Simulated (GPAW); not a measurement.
**Optical response of GaP**

Aim: the dielectric function of GaP, and the optical constants that follow from it.

Calculated with GPAW 26.7.0; DFT, LDA, plane-wave PAW (GPAW data sets), scalar-relativistic, RPA, optical limit.

## 1. Set-up

The structure is cubic, space group F-43m (No. 216). The conventional cell has a = 5.451 Å, b = 5.451 Å, c = 5.451 Å, α = 90.00°, β = 90.00°, γ = 90.00°. Nearest to Ga lie 4 P at 2.36 Å. Nearest to P lie 4 Ga at 2.36 Å. Farther neighbours are not listed.

Structure file:

```
Ga P
1.0
     0.00000    2.72525    2.72525
     2.72525    0.00000    2.72525
     2.72525    2.72525    0.00000
Ga P
1 1
Direct
  0.00000 0.00000 0.00000
  0.75000 0.75000 0.75000
```

## 2. Ground state

The self-consistent density comes first; it also tells whether there is a gap, which decides the occupations and the need for a Drude term.

This step: DFT, LDA, plane-wave PAW (GPAW data sets), scalar-relativistic, ground state (GPAW 26.7.0).

File gs.py:

```python
from ase import Atoms
from ase.dft.bandgap import bandgap
from gpaw import GPAW, PW, FermiDirac

atoms = Atoms(['Ga', 'P'],
              cell=[[0.000000000000, 2.725250000000, 2.725250000000],
                    [2.725250000000, 0.000000000000, 2.725250000000],
                    [2.725250000000, 2.725250000000, 0.000000000000]],
              scaled_positions=[[0.000000000000, 0.000000000000, 0.000000000000],
                                [0.750000000000, 0.750000000000, 0.750000000000]],
              pbc=[True, True, True])
atoms.calc = GPAW(mode=PW(500), xc='LDA', kpts={'size': (7, 7, 7), 'gamma': True},
                  occupations=FermiDirac(0.05), maxiter=150, txt='gs.txt')
print('energy (eV)', atoms.get_potential_energy())
print('Fermi level (eV)', atoms.calc.get_fermi_level())
print('valence electrons', atoms.calc.get_number_of_electrons())
print('gap (eV)', bandgap(atoms.calc, output=None)[0])
print('direct gap (eV)', bandgap(atoms.calc, direct=True, output=None)[0])
atoms.calc.write('gs.gpw')
```

Run with:

```bash
> OMP_NUM_THREADS=1 python gs.py
```

Numbers of over 12 decimals in the logs are rounded to 6 here.

The program printed:

```text
__  _  _
 | _ |_)|_||  |
 |__||  | ||/\| - 26.7.0

Versions:
  Python: 3.12.14
  ASE:    3.29.0
  Numpy:  2.5.5
  Scipy:  1.18.1
  Libxc:  7.0.0

Input parameters:
  mode=PW(ecut=500.0),
  kpts=MonkhorstPack(size=(7, 7, 7), gamma=True),
  maxiter=150,
  occupations=Occupations(name='fermi-dirac', width=0.05, fixmagmom=False),
  xc=XC(name='LDA')

Diagonalizing LCAO Hamiltonian
Converting LCAO to pw mode

                    P

       Ga

Atoms  # Å, Bohr magnetons
|   | symbol |        x |        y |        z |    initial magnetic moments |
| 0 |     Ga | 0.000000 | 0.000000 | 0.000000 | ( 0.0000,  0.0000,  0.0000) |
| 1 |      P | 4.087875 | 4.087875 | 4.087875 | ( 0.0000,  0.0000,  0.0000) |

Unit cell  # Å
| periodic |        x |        y |        z |  lengths |    angles |
|      yes | 0.000000 | 2.725250 | 2.725250 | 3.854086 | 60.000000 |
|      yes | 2.725250 | 0.000000 | 2.725250 | 3.854086 | 60.000000 |
|      yes | 2.725250 | 2.725250 | 0.000000 | 3.854086 | 60.000000 |

Number of symmetries: 24
Symmetry operations  # r_c * U_cc + t_c -> r_c
|    | kind |            matrix            |
|  0 |  E   |  1, 0, 0,  0, 1, 0,  0, 0, 1 |
|  1 |  σ   |  1, 0, 0,  0, 0, 1,  0, 1, 0 |
|  2 |  σ   |  1, 0,-1,  0, 1,-1,  0, 0,-1 |
|  3 |  C3  |  1, 0,-1,  0, 0,-1,  0, 1,-1 |
|  4 |  C3  |  1,-1, 0,  0,-1, 1,  0,-1, 0 |
|  5 |  σ   |  1,-1, 0,  0,-1, 0,  0,-1, 1 |
|  6 |  σ   |  0, 1, 0,  1, 0, 0,  0, 0, 1 |
|  7 |  C3  |  0, 1, 0,  0, 0, 1,  1, 0, 0 |
|  8 |  C2  |  0, 1,-1,  1, 0,-1,  0, 0,-1 |
|  9 |  S4  |  0, 1,-1,  0, 0,-1,  1, 0,-1 |
| 10 |  C3  |  0, 0, 1,  1, 0, 0,  0, 1, 0 |
| 11 |  σ   |  0, 0, 1,  0, 1, 0,  1, 0, 0 |
| 12 |  S4  |  0, 0,-1,  1, 0,-1,  0, 1,-1 |
| 13 |  C3  |  0, 0,-1,  0, 1,-1,  1, 0,-1 |
| 14 |  S4  |  0,-1, 1,  1,-1, 0,  0,-1, 0 |
| 15 |  C2  |  0,-1, 1,  0,-1, 0,  1,-1, 0 |
| 16 |  C3  |  0,-1, 0,  1,-1, 0,  0,-1, 1 |
| 17 |  S4  |  0,-1, 0,  0,-1, 1,  1,-1, 0 |
| 18 |  S4  | -1, 1, 0, -1, 0, 1, -1, 0, 0 |
| 19 |  C3  | -1, 1, 0, -1, 0, 0, -1, 0, 1 |
| 20 |  C3  | -1, 0, 1, -1, 1, 0, -1, 0, 0 |
| 21 |  S4  | -1, 0, 1, -1, 0, 0, -1, 1, 0 |
| 22 |  σ   | -1, 0, 0, -1, 1, 0, -1, 0, 1 |
| 23 |  C2  | -1, 0, 0, -1, 0, 1, -1, 1, 0 |

BZ-sampling:
  Number of BZ points: 343
  Number of IBZ points: 20

  Monkhorst-Pack size: [7, 7, 7]
  Monkhorst-Pack shift: [0, 0, 0]

K-points  # in reciprocal-cell coordinates
|     |                                coordinates |     weight |
|   0 | (  0.00000000,   0.00000000,   0.00000000) | 0.00291545 |
|   1 | (  0.14285714,   0.14285714,   0.00000000) | 0.01749271 |
|   2 | (  0.14285714,   0.14285714,   0.14285714) | 0.02332362 |
|   3 | (  0.28571429,   0.14285714,   0.14285714) | 0.03498542 |
|   4 | (  0.28571429,   0.28571429,   0.00000000) | 0.01749271 |
|   5 | (  0.28571429,   0.28571429,   0.14285714) | 0.06997085 |
|   6 | (  0.28571429,   0.28571429,   0.28571429) | 0.02332362 |
|   7 | (  0.42857143,  -0.28571429,  -0.28571429) | 0.03498542 |
|   8 | (  0.42857143,   0.28571429,  -0.42857143) | 0.13994169 |
|   9 | (  0.42857143,   0.28571429,  -0.28571429) | 0.06997085 |
| ... |                                            |            |
|  19 | (  0.42857143,   0.42857143,   0.42857143) | 0.02332362 |

Plane wave coefficients: 1040
Cutoff: 500.0 eV

Spin-components: 1 (collinear spins)
Bands:           8
Projectors:      10
Spin-degeneracy: 2
Datatype:        complex128

Parallelization:
  kpt:    1
  domain: 1
  band:   1

Density:
  Valence electrons: 8.0
  Components: 1
  Grid points: [20 20 20]
  Charge: 0.0  # |e|

Potential:
  Grid points: [20 20 20]

species:
  Ga:
    name:    Gallium
    id:
    Z:       31.0
    valence: 3
    core:    28
    charge:  0.0  # [|e|]
    compensation charges:
      type: gauss
      rc: 0.37  # [Å]
      lmax: 2
    cutoffs:
      filter: 2.06  # [Å]
      core: 4.17  # [Å]
    projectors
    | kind |    occ | energy [eV] | rcut [Å] |
    |   4s |  2.000 |      -9.167 |    1.164 |
    |   4p |  1.000 |      -2.734 |    1.164 |
    |    s |        |      18.045 |    1.164 |
    |    p |        |      24.478 |    1.164 |
    |    d |        |       0.000 |    1.164 |

    Using partial waves for Ga as LCAO basis

  P:
    name:    Phosphorus
    id:
    Z:       15.0
    valence: 5
    core:    10
    charge:  0.0  # [|e|]
    compensation charges:
      type: gauss
      rc: 0.30  # [Å]
      lmax: 2
    cutoffs:
      filter: 1.69  # [Å]
      core: 1.81  # [Å]
    projectors
    | kind |    occ | energy [eV] | rcut [Å] |
    |   3s |  2.000 |     -14.015 |    0.953 |
    |   3p |  3.000 |      -5.596 |    0.953 |
    |    s |        |      13.197 |    0.953 |
    |    p |        |      21.615 |    0.953 |
    |    d |        |       0.000 |    0.953 |

    Using partial waves for P as LCAO basis

Reference energy: -62080.661910  # eV

eigensolver:
  PPCG
  Converge bands: occupied
  niter=2

density mixing:
  MSR1-Mixer
  Pratt-step length: 0.05
  Maximum mixing coefficient: 0.75
  Old densities: 10
  SVD Regularization: 0.005
  Good broyden scale: 1.0
  Trust region scale: 1.0
  Backstep threshold: 4.0
  History deletion threshold: 6.0
  Fourier metric: weight=20.0, sigma=0.015

occupation numbers:
  Fermi-Dirac:
    width: 0.0500  # eV

poisson solver:
  ecut: 4000.0  # eV

xc functional:
  name: None

convergence criteria:
- Maximum [total energy] change in last 3 cyles: 0.0005 eV / valence electron
- Maximum integral of absolute [dens]ity change: 0.0001 electrons / valence electron
- Maximum integral of absolute [eigenst]ate change: 4e-08 eV^2 / valence electron
maximum number of iterations: 150

SCF iterations
|iter     |      energy | eigst |  dens |
|iter:   1||  -10.569978 | -0.27 |       |
|iter:   2||  -10.535451 | -2.24 | -0.85 |
|iter:   3||  -10.360049 | -1.80 | -0.88 |
|iter:   4||  -10.356892 | -3.19 | -1.54 |
|iter:   5||  -10.356855c| -4.35 | -2.13 |
|iter:   6||  -10.356880c| -5.73 | -2.74 |
|iter:   7||  -10.356880c| -7.16 | -3.84 |
|iter:   8||  -10.356880c| -7.59c| -4.42c|

Converged in 8 steps
SCF loop duration: 2.140 s (0.267 s/step)
Energy contributions relative to reference atoms: (reference = -62080.661910)

Energy contributions:
  Kinetic:          24.228878
  Coulomb:         -21.440301
  Zero:              0.013201
  External:          0.000000
  Xc:              -13.158659
  Entropy:          -0.000000
  Spinorbit:         0.000000
  ----------------------------
  Free energy:     -10.356880
  Extrapolated:    -10.356880

dipole moment: (-10.875688, -10.875688, -10.875688)  # |e|*Ang

Fermi level: 5.424
Eigenvalues  # (at kpt = [0.000, 0.000, 0.000])
| band index |      eig [eV] | occ [0-2] |
|          0 |        -7.778 |     2.000 |
|          1 |         4.713 |     2.000 |
|          2 |         4.713 |     2.000 |
|          3 |         4.713 |     2.000 |
|          4 |         6.399 |     0.000 |
|          5 |         8.546 |     0.000 |
|          6 |         8.546 |     0.000 |
|          7 |         8.546 |     0.000 |

Gap: 1.461 eV
Transition (v -> c):
  (s=0, k=0, n=3, [0.00, 0.00, 0.00]) -> (s=0, k=16, n=4, [0.43, 0.43, 0.00])
Direct/indirect transitions are different
Direct gap: 1.686 eV
Transition at: (s=0, k=0, n=3, [0.00, 0.00, 0.00])

--- standard output ---
energy (eV) -10.356880
Fermi level (eV) 5.424220
valence electrons 8.0
gap (eV) 1.460947
direct gap (eV) 1.686403
```

The job ended after 3.5 s (1 thread of Arm Neoverse V1, shared host; peak memory 0.13 GiB).

This step gave:

* energy: -10.36 eV
* Fermi energy: 5.424 eV
* gap on the k-mesh: 1.461 eV
* direct gap on the mesh: 1.686 eV
* electrons: 8

There is a gap, 1.46 eV on this mesh (points off the mesh can give less), so no carriers' term is needed.

## 3. Bands for the response

At the fixed density, many empty bands are solved on the mesh of the response, since the spectrum sums over them.

This step: DFT, LDA, plane-wave PAW (GPAW data sets), scalar-relativistic, bands at fixed density (GPAW 26.7.0).

File nscf.py:

```python
from ase.dft.bandgap import bandgap
from gpaw import GPAW, FermiDirac

calc = GPAW('gs.gpw').fixed_density(kpts={'size': (11, 11, 11), 'gamma': True}, nbands=31, convergence={'bands': 25},
                                    occupations=FermiDirac(0.001), txt='nscf.txt')
print('gap (eV)', bandgap(calc, output=None)[0])
print('direct gap (eV)', bandgap(calc, direct=True, output=None)[0])
print('top band over the Fermi level (eV)', min(calc.get_eigenvalues(kpt=k)[24] for k in range(len(calc.get_ibz_k_points()))) - calc.get_fermi_level())
calc.write('full.gpw', mode='all')
```

Run with:

```bash
> OMP_NUM_THREADS=1 python nscf.py
```

The program printed:

```text
Diagonalizing LCAO Hamiltonian
Converting LCAO to pw mode
convergence criteria:
- Maximum integral of absolute [eigenst]ate change: 4e-08 eV^2 / valence electron
maximum number of iterations: 150

SCF iterations
|iter     |      energy | eigst |  dens |
|iter:   1||             | +3.39 |       |
|iter:   2||             | +1.56 |       |
|iter:   3||             | -0.74 |       |
|iter:   4||             | -2.20 |       |
|iter:   5||             | -3.82 |       |
|iter:   6||             | -5.03 |       |
|iter:   7||             | -6.51 |       |
|iter:   8||             | -7.49c|       |
SCF steps: 8
  __  _  _
 | _ |_)|_||  |
 |__||  | ||/\| - 26.7.0

Versions:
  Python: 3.12.14
  ASE:    3.29.0
  Numpy:  2.5.5
  Scipy:  1.18.1
  Libxc:  7.0.0

Input parameters:
  mode=PW(ecut=500.0),
  convergence={'bands': 25},
  gpts=array([20, 20, 20]),
  kpts=MonkhorstPack(size=(11, 11, 11), gamma=True),
  maxiter=150,
  nbands=31,
  occupations=Occupations(name='fermi-dirac', width=0.001, fixmagmom=False),
  parallel={},
  xc=XC(name='LDA')

--- standard output ---
gap (eV) 1.472368
direct gap (eV) 1.686403
top band over the Fermi level (eV) 26.897848
```

The job ended after 23 s (1 thread; peak memory 0.17 GiB).

Numbers from this step:

- gap on the k-mesh: 1.472 eV

[end of part 1 of 2]

[Machine, clock and banner lines and Python warnings are left out of the logs.]

[Logs are printed without paths, hosts, clocks, repeated set-up lines and the standing remarks that a program may print on its own settings, such as how far it seeks lower states.]

[Hosts, paths, dates, database ids (printed as entryN), source tags and the programs' standing remarks are cut or masked in the printed files.]
